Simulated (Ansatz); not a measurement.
# Σ9 (114) boundary in bcc Mo: structure and resistance

Wanted: what the Σ9 (114) boundary in bcc Mo costs an interconnect.

Main program and level: Ansatz 0.2.0; Ansatz plane-wave DFT, PBE, PAW files; relaxation of a bicrystal slab with its lowest layers held; PAW set soft_1, in the first sound run; inputs show where later runs differ.

## (1) The starting structure

The cell holds 25 atoms: 25 Mo. Cell: a = 5.219 Å, b = 4.451 Å, c = 29.544 Å, α = 90.0°, β = 90.0°, γ = 64.8°. It derives from Mo. built on the (1 1 4) plane; 2 overlapping atoms removed and the grains opened by 0 Å. Vacuum lies along c.

## (2) Relaxing the bicrystal

The boundary is built by mirroring the lower grain in the boundary plane and removing any atoms that overlap. A thin bicrystal slab is relaxed first, with the lowest layers held and the upper grain free to shift and open.

File input.yaml:

```yaml
crystal:
  lattice:
    - [5.2187091076, 0.0, 0.0]
    - [1.8977124028, 4.0256559262, 0.0]
    - [0.0, 0.0, 29.5438753375]
  atoms:
    - { symbol: Mo, position: [0.8888888887, 0.0555555556, 0.1692398151] }
    - { symbol: Mo, position: [0.4444444443, 0.7777777778, 0.1943467114] }
    - { symbol: Mo, position: [0.9999999999, 0.5, 0.2194536077] }
    - { symbol: Mo, position: [0.5555555555, 0.2222222223, 0.2445605039] }
    - { symbol: Mo, position: [0.111111111, 0.9444444445, 0.2696674002] }
    - { symbol: Mo, position: [0.6666666666, 0.6666666667, 0.2947742965] }
    - { symbol: Mo, position: [0.2222222222, 0.3888888889, 0.3198811927] }
    - { symbol: Mo, position: [0.7777777777, 0.1111111111, 0.344988089] }
    - { symbol: Mo, position: [0.3333333333, 0.8333333333, 0.3700949853] }
    - { symbol: Mo, position: [0.8888888889, 0.5555555556, 0.3952018815] }
    - { symbol: Mo, position: [0.4444444444, 0.2777777778, 0.4203087778] }
    - { symbol: Mo, position: [0.0, 0.0, 0.4454156741] }
    - { symbol: Mo, position: [0.8888888889, 0.5555555556, 0.4956294666] }
    - { symbol: Mo, position: [0.3333333333, 0.8333333333, 0.5207363629] }
    - { symbol: Mo, position: [0.7777777777, 0.1111111111, 0.5458432592] }
    - { symbol: Mo, position: [0.2222222222, 0.3888888889, 0.5709501554] }
    - { symbol: Mo, position: [0.6666666666, 0.6666666667, 0.5960570517] }
    - { symbol: Mo, position: [0.111111111, 0.9444444445, 0.621163948] }
    - { symbol: Mo, position: [0.5555555555, 0.2222222223, 0.6462708442] }
    - { symbol: Mo, position: [0.9999999999, 0.5, 0.6713777405] }
    - { symbol: Mo, position: [0.4444444443, 0.7777777778, 0.6964846368] }
    - { symbol: Mo, position: [0.8888888887, 0.0555555556, 0.721591533] }
    - { symbol: Mo, position: [0.3333333332, 0.3333333334, 0.7466984293] }
    - { symbol: Mo, position: [0.7777777776, 0.6111111112, 0.7718053256] }
    - { symbol: Mo, position: [0.222222222, 0.888888889, 0.7969122219] }
kpoints:
  mp_grid: { grid: [6, 6, 1] }
hamiltonian:
  xc: pbe
  pseudopotentials: { kind: paw, azcp: { folder: soft_1 } }
scf:
  occupations: { method: fermi_dirac, width: 0.1 }
relax:
  f_tol: 0.03
  max_steps: 80
  constraints: [{ sites: [0, 1, 2, 3, 4] }]
```

Started as:

```bash
ansatz run input.yaml --threads 4 --pin off --max-ram 15360MiB --backend cpu --events-out ev --progress --plain --runs-dir out
```

Numbers of over 12 decimals in the logs are rounded to 6 here.

What it wrote:

```text
Engine: ansatz 0.2.0, aarch64-unknown-linux-gnu
Pseudopotentials: kind: paw
Pseudopotential: Mo, paw, valence charge 14, recommended cutoff 420 eV (normal), soft_1/Mo.paw.azcp
Functional definition: PBE
  parameter kappa = 0.804
  parameter beta = 0.066725
  exchange = pbe_x(kappa = kappa, mu = beta*pi^2/3)
  correlation = pbe_c(beta = beta)
Crystal: 25 atoms, lattice volume = 620.679 Å³
Basis set: ecut = 420 eV, 12199 PW (Γ), exchange–correlation on 72×60×400 points (8 copies of the dense FFT grid, shifted against one another)
Bands: 210, of which v1, the nominal top of the filled ones, is band 175 counted from 1 (174 counted from 0)
Symmetry: 2 space group operations
Space group: Cm (ITA 8), of the structure as read, at distance tolerance 8.5e-5 Å
k-points: 13 of 36 (time reversal used)
Non-local potential: Mo, projectors of the file, l = 0: 3, l = 1: 2, l = 2: 2, l = 3: 1
PAW form: soft (Blöchl's): semilocal exchange-correlation on the pseudo side does not see the compensation charge
PAW one-centre angular grid: Mo, 590 points (default); XC on 64 Gauss nodes
Initial density: superposition of atomic densities (neutral atoms: chi_scale 0, normalization atom)
Initial wavefunctions: pseudopotential atomic-orbital guess
Functional: x = pbe(κ = 0.804, μ = 0.219515), c = pbe(β = 0.066725)
SCF iter   1: F=—  HF=-123910.393075 eV  |F-HF|=—  |Δ(HF+E_count)|=         —  Δρ=8.75e-2  dr2=2.53e2  ethr=3.10e-3  ⟨swp⟩=7.7  Hψ=11693  notcnv=0
preconditioner: auto → LDOS  [metal: Δε(μ)=0.011 eV  Ē_g=4.340 eV  σ=0.100 eV  W_gap=0.03  n_scr=148 (ndim 8)  ℏωp=18.3 eV  f_vac=0.288  D(μ)=18.74/eV (n_scr^D=126)  β→1.0]
SCF iter   2: F=—  HF=-123904.245274 eV  |F-HF|=—  |Δ(HF+E_count)|=    6.15e0  Δρ=7.81e-2  dr2=4.01e2  ethr=3.10e-3  ⟨swp⟩=7.9  Hψ=9500  notcnv=0  defer=9
SCF iter   3: F=—  HF=-123890.042846 eV  |F-HF|=—  |Δ(HF+E_count)|=    1.42e1  Δρ=1.41e-2  dr2=7.51e0  ethr=3.10e-3  ⟨swp⟩=5.8  Hψ=7077  notcnv=0  defer=1
SCF iter   4: F=—  HF=-123889.831763 eV  |F-HF|=—  |Δ(HF+E_count)|=   2.11e-1  Δρ=4.23e-3  dr2=2.23e-1  ethr=2.14e-3  ⟨swp⟩=3.6  Hψ=4405  notcnv=0
SCF iter   5: F=—  HF=-123889.783059 eV  |F-HF|=—  |Δ(HF+E_count)|=   4.87e-2  Δρ=1.27e-3  dr2=6.44e-2  ethr=6.38e-5  ⟨swp⟩=4.2  Hψ=6332  notcnv=0  defer=1
SCF iter   6: F=—  HF=-123889.783868 eV  |F-HF|=—  |Δ(HF+E_count)|=   8.09e-4  Δρ=6.65e-4  dr2=1.23e-2  ethr=1.84e-5  ⟨swp⟩=1.3  Hψ=2873  notcnv=0
SCF iter   7: F=—  HF=-123889.783909 eV  |F-HF|=—  |Δ(HF+E_count)|=   4.13e-5  Δρ=1.34e-4  dr2=2.99e-4  ethr=3.51e-6  ⟨swp⟩=2.7  Hψ=3672  notcnv=0
SCF iter   8: F=—  HF=-123889.783944 eV  |F-HF|=—  |Δ(HF+E_count)|=   3.52e-5  Δρ=6.02e-5  dr2=8.20e-5  ethr=8.54e-8  ⟨swp⟩=3.5  Hψ=5511  notcnv=0
SCF iter   9: F=-123889.783944 eV  HF=-123889.783945 eV  |F-HF|=9.43e-7  |Δ(HF+E_count)|=   5.33e-7  Δρ=1.85e-5  dr2=6.09e-6  ethr=6.43e-9  ⟨swp⟩=3.1  Hψ=9768  notcnv=0
SCF 1 converged in 9 iterations: F = -123889.783944 eV  dr2 = 6.09e-6
  greatest PAW one-centre occupation: 0.999 electrons in one spin orbital (limit 2), on the Mo atom at site 15 (counted from 0), in its partial waves of l = 0
relax step   1: F+E_penalty+E_count = -123889.78394366 eV  Δ(F+E_penalty+E_count) = +0.000e0 eV  max|allowed force component| = 2.171e0 eV/Å  Δτ_max = 0.0000 Å  (9 SCF iters, dr2 threshold 2.25e-5 eV, accepted)
Initial density: handed on by an earlier stage of this run
Initial wavefunctions: those handed on with the density
iter 1 solved again at ethr=7.10e-4 eV; its pass at ethr=3.10e-3 eV (dr2=2.49e0 eV) is discarded
SCF iter   1: F=—  HF=-123890.430824 eV  |F-HF|=—  |Δ(HF+E_count)|=         —  Δρ=1.07e-2  dr2=2.75e0  ethr=7.10e-4  ⟨swp⟩=2.2  Hψ=8759  notcnv=0  defer=1
eigensolver tolerance schedule calibrated: the retry pair's looser diagonalisation under-reported the residual by θ = 0.10 (0.15/decade); ethr = c·dr2/N_el runs at the constant in force after the calibration composes with the one it found (an armed cap, an earlier calibration), c = 4.5e-2
preconditioner: auto → LDOS  [metal: Δε(μ)=0.009 eV  Ē_g=3.804 eV  σ=0.100 eV  W_gap=0.02  n_scr=148 (ndim 8)  ℏωp=18.3 eV  f_vac=0.295  D(μ)=21.06/eV (n_scr^D=148)  β→1.0]
SCF iter   2: F=—  HF=-123890.342331 eV  |F-HF|=—  |Δ(HF+E_count)|=   8.85e-2  Δρ=3.92e-3  dr2=2.36e-1  ethr=3.55e-4  ⟨swp⟩=4.9  Hψ=5021  notcnv=0  defer=1
SCF iter   3: F=—  HF=-123890.316364 eV  |F-HF|=—  |Δ(HF+E_count)|=   2.60e-2  Δρ=1.42e-3  dr2=2.86e-2  ethr=3.05e-5  ⟨swp⟩=3.6  Hψ=6065  notcnv=0  defer=1
SCF iter   4: F=—  HF=-123890.312311 eV  |F-HF|=—  |Δ(HF+E_count)|=   4.05e-3  Δρ=2.52e-4  dr2=7.18e-4  ethr=3.69e-6  ⟨swp⟩=3.0  Hψ=5210  notcnv=0
SCF iter   5: F=-123890.312317 eV  HF=-123890.312323 eV  |F-HF|=5.38e-6  |Δ(HF+E_count)|=   1.12e-5  Δρ=9.04e-5  dr2=8.93e-5  ethr=1.29e-8  ⟨swp⟩=2.8  Hψ=11674  notcnv=0
SCF 2 converged in 5 iterations: F = -123890.312317 eV  dr2 = 8.93e-5
  greatest PAW one-centre occupation: 0.999 electrons in one spin orbital (limit 2), on the Mo atom at site 21 (counted from 0), in its partial waves of l = 0
relax step   2: F+E_penalty+E_count = -123890.31231716 eV  Δ(F+E_penalty+E_count) = -5.284e-1 eV  max|allowed force component| = 6.141e-1 eV/Å  Δτ_max = 0.1949 Å  (5 SCF iters, dr2 threshold 1.00e-4 eV, accepted)
SCF iter   1: F=—  HF=-123890.955170 eV  |F-HF|=—  |Δ(HF+E_count)|=         —  Δρ=1.92e-2  dr2=1.76e1  ethr=3.10e-3  ⟨swp⟩=6.2  Hψ=6636  notcnv=0
preconditioner: auto → LDOS  [metal: Δε(μ)=0.015 eV  Ē_g=3.837 eV  σ=0.100 eV  W_gap=0.04  n_scr=148 (ndim 8)  ℏωp=18.3 eV  f_vac=0.300  D(μ)=21.28/eV (n_scr^D=156)  β→1.0]
SCF iter   2: F=—  HF=-123890.635926 eV  |F-HF|=—  |Δ(HF+E_count)|=   3.19e-1  Δρ=5.98e-3  dr2=5.39e-1  ethr=3.10e-3  ⟨swp⟩=2.0  Hψ=3445  notcnv=0
SCF iter   3: F=—  HF=-123890.589499 eV  |F-HF|=—  |Δ(HF+E_count)|=   4.64e-2  Δρ=4.23e-3  dr2=2.17e-1  ethr=1.54e-4  ⟨swp⟩=3.2  Hψ=5171  notcnv=0
SCF iter   4: F=—  HF=-123890.553350 eV  |F-HF|=—  |Δ(HF+E_count)|=   3.61e-2  Δρ=1.02e-3  dr2=1.27e-2  ethr=6.19e-5  ⟨swp⟩=2.0  Hψ=4351  notcnv=0
SCF iter   5: F=—  HF=-123890.550667 eV  |F-HF|=—  |Δ(HF+E_count)|=   2.68e-3  Δρ=2.79e-4  dr2=1.28e-3  ethr=3.63e-6  ⟨swp⟩=2.0  Hψ=4707  notcnv=0
SCF iter   6: F=—  HF=-123890.550613 eV  |F-HF|=—  |Δ(HF+E_count)|=   5.33e-5  Δρ=7.11e-5  dr2=6.58e-5  ethr=3.66e-7  ⟨swp⟩=2.0  Hψ=3693  notcnv=0
SCF iter   7: F=-123890.550612 eV  HF=-123890.550616 eV  |F-HF|=4.34e-6  |Δ(HF+E_count)|=   2.99e-6  Δρ=2.33e-5  dr2=8.47e-6  ethr=6.73e-9  ⟨swp⟩=5.0  Hψ=10229  notcnv=0
SCF 3 converged in 7 iterations: F = -123890.550612 eV  dr2 = 8.47e-6
  greatest PAW one-centre occupation: 0.999 electrons in one spin orbital (limit 2), on the Mo atom at site 11 (counted from 0), in its partial waves of l = 0
relax step   3: F+E_penalty+E_count = -123890.55061212 eV  Δ(F+E_penalty+E_count) = -2.383e-1 eV  max|allowed force component| = 2.962e-1 eV/Å  Δτ_max = 0.1912 Å  (7 SCF iters, dr2 threshold 2.36e-5 eV, accepted)
[...]
relax step   4: F+E_penalty+E_count = -123890.63390382 eV  Δ(F+E_penalty+E_count) = -8.329e-2 eV  max|allowed force component| = 3.364e-1 eV/Å  Δτ_max = 0.2000 Å  (8 SCF iters, dr2 threshold 7.02e-6 eV, accepted)
[...]
relax step   5: F+E_penalty+E_count = -123890.66890165 eV  Δ(F+E_penalty+E_count) = -3.500e-2 eV  max|allowed force component| = 1.694e-1 eV/Å  Δτ_max = 0.1534 Å  (6 SCF iters, dr2 threshold 2.63e-5 eV, accepted)
[...]
relax step   6: F+E_penalty+E_count = -123890.67625430 eV  Δ(F+E_penalty+E_count) = -7.353e-3 eV  max|allowed force component| = 6.496e-2 eV/Å  Δτ_max = 0.0242 Å  (5 SCF iters, dr2 threshold 7.27e-6 eV, accepted)
[...]
relax step   7: F+E_penalty+E_count = -123890.67763540 eV  Δ(F+E_penalty+E_count) = -1.381e-3 eV  max|allowed force component| = 5.973e-2 eV/Å  Δτ_max = 0.0304 Å  (7 SCF iters, accepted)
[...]
relax step   8: F+E_penalty+E_count = -123890.67748502 eV  Δ(F+E_penalty+E_count) = +1.504e-4 eV  max|allowed force component| = 8.645e-2 eV/Å  Δτ_max = 0.0214 Å  (7 SCF iters, rejected (line search))
SCF iter   1: F=—  HF=-123890.678096 eV  |F-HF|=—  |Δ(HF+E_count)|=         —  Δρ=4.99e-4  dr2=2.36e-3  ethr=3.41e-6  ⟨swp⟩=2.0  Hψ=4380  notcnv=0
preconditioner: auto → LDOS  [metal: Δε(μ)=0.012 eV  Ē_g=3.860 eV  σ=0.100 eV  W_gap=0.03  n_scr=148 (ndim 8)  ℏωp=18.3 eV  f_vac=0.307  D(μ)=21.33/eV (n_scr^D=156)  β→1.0]
SCF iter   2: F=—  HF=-123890.677954 eV  |F-HF|=—  |Δ(HF+E_count)|=   1.41e-4  Δρ=1.95e-4  dr2=3.95e-4  ethr=6.73e-7  ⟨swp⟩=2.0  Hψ=4160  notcnv=0
SCF iter   3: F=—  HF=-123890.677889 eV  |F-HF|=—  |Δ(HF+E_count)|=   6.50e-5  Δρ=7.91e-5  dr2=8.96e-5  ethr=1.13e-7  ⟨swp⟩=2.0  Hψ=4808  notcnv=0
SCF iter   4: F=—  HF=-123890.678244 eV  |F-HF|=—  |Δ(HF+E_count)|=   3.55e-4  Δρ=1.98e-5  dr2=2.71e-6  ethr=2.56e-8  ⟨swp⟩=3.3  Hψ=5283  notcnv=0
SCF iter   5: F=—  HF=-123890.678244 eV  |F-HF|=—  |Δ(HF+E_count)|=   7.43e-7  Δρ=4.46e-6  dr2=1.15e-7  ethr=7.75e-10  ⟨swp⟩=2.2  Hψ=4783  notcnv=0
SCF iter   6: F=-123890.678244 eV  HF=-123890.678244 eV  |F-HF|=2.12e-8  |Δ(HF+E_count)|=   5.89e-8  Δρ=1.77e-6  dr2=3.56e-8  ethr=2.86e-11  ⟨swp⟩=5.0  Hψ=9194  notcnv=0
SCF 9 converged in 6 iterations: F = -123890.678244 eV  dr2 = 3.56e-8
relax step   9: F+E_penalty+E_count = -123890.67824361 eV  Δ(F+E_penalty+E_count) = -6.082e-4 eV  max|allowed force component| = 1.752e-2 eV/Å  Δτ_max = 0.0107 Å  (6 SCF iters, accepted)
SCF converged after 6 iterations
Free energy (F): -123890.678244 eV
Harris-Foulkes:  -123890.678244 eV  (|F-HF|=2.12e-8)
Internal energy: -123889.979520 eV  (E = F + TS)
E sigma→0 (E₀):  -123890.328882 eV
Entropy (-TS):   -0.698723 eV (-27.949 meV/atom)
Fermi energy:    11.849427 eV
--- Per-component energies (eV) ---
  E_band       = -4541.790867
  E_kinetic    = 10535.968780
  E_local      = -344367.544283  (includes V_loc(G=0)·N_el)
  E_nonlocal   = 3717.675284
  E_hartree    = 167522.417464
  E_xc         = -4391.904889
  E_vxc        = -5473.897684  (∫ρ·V_xc dr)
  E_paw        = -80298.650566  (= ΣΔE_a)
  E_vpaw       = -3998.854444  (= ΣTr[D̂ρ^β])
  E_aug_tail   = 0.001219  (compensation charges beyond the density's cutoff)
  E_ewald      = 123392.057470
  E_smearing   = -0.698723  (= −TS)
  E_closure    = -0.000000  (closes the sum)
  Σ components = -123890.678244   (vs F -123890.678244, Δ=0.00e0)
--- Forces (eV/Å), atoms counted from 1 ---
  atom   1  Mo     0.26926415    -0.12693234     2.17608778
  atom   2  Mo    -0.37495499     0.17675548     0.22317983
  atom   3  Mo    -0.06322223     0.02980324    -0.92713180
  atom   4  Mo    -0.05674210     0.02674848    -1.31007199
  atom   5  Mo     0.24236288    -0.11425096    -0.16044484
  atom   6  Mo    -0.00120093     0.00056613     0.00061490
  atom   7  Mo     0.00264269    -0.00124577    -0.00393299
  atom   8  Mo     0.00416730    -0.00196448    -0.00061651
  atom   9  Mo    -0.00302808     0.00142745    -0.00030626
  atom  10  Mo    -0.00629157     0.00296588    -0.00270466
  atom  11  Mo    -0.00726039     0.00342258     0.00417216
  atom  12  Mo     0.00251240    -0.00118436    -0.01551446
  atom  13  Mo     0.00159371    -0.00075128    -0.00054690
  atom  14  Mo    -0.00100234     0.00047251     0.01751616
  atom  15  Mo     0.00463417    -0.00218457     0.00960885
  atom  16  Mo    -0.00628645     0.00296346    -0.01024940
  atom  17  Mo     0.00186883    -0.00088097    -0.00035047
  atom  18  Mo    -0.00280516     0.00132236     0.00065472
  atom  19  Mo    -0.00143382     0.00067591    -0.00076087
  atom  20  Mo     0.00108927    -0.00051349    -0.00316427
  atom  21  Mo    -0.00412888     0.00194637     0.00404844
  atom  22  Mo    -0.00100866     0.00047549     0.00601197
  atom  23  Mo     0.00099022    -0.00046679     0.00220723
  atom  24  Mo    -0.00869593     0.00409930    -0.00116753
  atom  25  Mo     0.00699038    -0.00329530    -0.00722352
  max |Σ_I F_I| component: 8.44e-5 eV/Å
--- Relaxed structure (9 steps of the walk, 8 accepted, 0 SCFs on fresh bases) ---
  F+E_penalty+E_count = -123890.67824361 eV   max|allowed force component| = 1.752e-2 eV/Å
  atoms:
    - { symbol: Mo, position: [0.8888888887, 0.055556, 0.1692398151] }
    - { symbol: Mo, position: [0.4444444443, 0.777778, 0.194347] }
    - { symbol: Mo, position: [1.000000, 0.50000000005, 0.2194536077] }
    - { symbol: Mo, position: [0.5555555555, 0.222222, 0.2445605039] }
    - { symbol: Mo, position: [0.111111, 0.9444444445, 0.2696674002] }
    - { symbol: Mo, position: [0.663660, 0.668170, 0.294164] }
    - { symbol: Mo, position: [0.221805, 0.389097, 0.320603] }
    - { symbol: Mo, position: [0.772462, 0.113769, 0.344777] }
    - { symbol: Mo, position: [0.342120, 0.828940, 0.370797] }
    - { symbol: Mo, position: [0.884924, 0.557538, 0.392564] }
    - { symbol: Mo, position: [0.439790, 0.280105, 0.430629] }
    - { symbol: Mo, position: [-0.0045812, 0.0022906, 0.439921] }
    - { symbol: Mo, position: [0.860477, 0.569761, 0.485606] }
    - { symbol: Mo, position: [0.318321, 0.840839, 0.509593] }
    - { symbol: Mo, position: [0.747367, 0.126317, 0.533153] }
    - { symbol: Mo, position: [0.195328, 0.402336, 0.558089] }
    - { symbol: Mo, position: [0.634166, 0.682917, 0.583615] }
    - { symbol: Mo, position: [0.081692, 0.959154, 0.609327] }
    - { symbol: Mo, position: [0.529762, 0.235119, 0.634455] }
    - { symbol: Mo, position: [0.978726, 0.510637, 0.658809] }
    - { symbol: Mo, position: [0.425391, 0.787304, 0.684375] }
    - { symbol: Mo, position: [0.862765, 0.068617, 0.712000] }
    - { symbol: Mo, position: [0.305719, 0.347140, 0.736400] }
    - { symbol: Mo, position: [0.731986, 0.634007, 0.757415] }
    - { symbol: Mo, position: [0.208753, 0.895624, 0.779176] }
```

Run time: 6.3 min. Hardware: 4 threads of Arm Neoverse V2, shared host; peak memory 3.1 GiB.

The steps of the relaxation:

```csv
step,energy less that of the first step (eV),largest force component (eV/Å)
1,0.0000,2.1714
2,-0.5284,0.6141
3,-0.7667,0.2962
4,-0.8500,0.3364
5,-0.8850,0.1694
6,-0.8923,0.0650
7,-0.8937,0.0597
8,-0.8935,0.0864
9,-0.8943,0.0175
```

Relaxation step 8 was tried and not accepted.

Forces are held to the 2 operations that the run works with; a distortion that breaks them can't arise in this run.

The atoms that moved most (Å):

```csv
atom,dx,dy,dz,length
Mo25,-0.058,0.027,-0.524,0.528
Mo24,-0.196,0.092,-0.425,0.477
Mo15,-0.130,0.061,-0.375,0.401
Mo16,-0.115,0.054,-0.380,0.401
Mo17,-0.139,0.065,-0.368,0.398
Mo20,-0.091,0.043,-0.371,0.385
Mo18,-0.126,0.059,-0.350,0.376
Mo19,-0.110,0.052,-0.349,0.370
```

The relaxed structure:

```cif
data_structure
_symmetry_space_group_name_H-M 'P 1'
_symmetry_Int_Tables_number 1
_cell_length_a 5.2187
_cell_length_b 4.4505
_cell_length_c 29.5439
_cell_angle_alpha 90.000
_cell_angle_beta 90.000
_cell_angle_gamma 64.761
_cell_volume 620.68
loop_
_atom_site_label
_atom_site_type_symbol
_atom_site_fract_x
_atom_site_fract_y
_atom_site_fract_z
_atom_site_occupancy
Mo1 Mo 0.88889 0.05556 0.16924 1
Mo2 Mo 0.44444 0.77778 0.19435 1
Mo3 Mo 0.00000 0.50000 0.21945 1
Mo4 Mo 0.55556 0.22222 0.24456 1
Mo5 Mo 0.11111 0.94444 0.26967 1
Mo6 Mo 0.66366 0.66817 0.29416 1
Mo7 Mo 0.22181 0.38910 0.32060 1
Mo8 Mo 0.77246 0.11377 0.34478 1
Mo9 Mo 0.34212 0.82894 0.37080 1
Mo10 Mo 0.88492 0.55754 0.39256 1
Mo11 Mo 0.43979 0.28011 0.43063 1
Mo12 Mo 0.99542 0.00229 0.43992 1
Mo13 Mo 0.86048 0.56976 0.48561 1
Mo14 Mo 0.31832 0.84084 0.50959 1
Mo15 Mo 0.74737 0.12632 0.53315 1
Mo16 Mo 0.19533 0.40234 0.55809 1
Mo17 Mo 0.63417 0.68292 0.58362 1
Mo18 Mo 0.08169 0.95915 0.60933 1
Mo19 Mo 0.52976 0.23512 0.63445 1
Mo20 Mo 0.97873 0.51064 0.65881 1
Mo21 Mo 0.42539 0.78730 0.68437 1
Mo22 Mo 0.86277 0.06862 0.71200 1
Mo23 Mo 0.30572 0.34714 0.73640 1
Mo24 Mo 0.73199 0.63401 0.75741 1
Mo25 Mo 0.20875 0.89562 0.77918 1
```

Numbers from this step:

```yaml
free_energy: -123890.6782 eV
energy_at_zero_smearing: -123890.3289 eV
fermi_energy: 11.85 eV
```

The largest force component on a free atom ends at 0.018 eV/Å, under the tolerance of 0.03, after 9 steps.

(Continued in part 2 of 3.)

[Logs are printed without paths, hosts, clocks, repeated set-up lines and the standing remarks that a program may print on its own settings, such as how far it seeks lower states.]

[Hosts, paths, dates, database ids (printed as entryN), source tags and the programs' standing remarks are cut or masked in the printed files.]
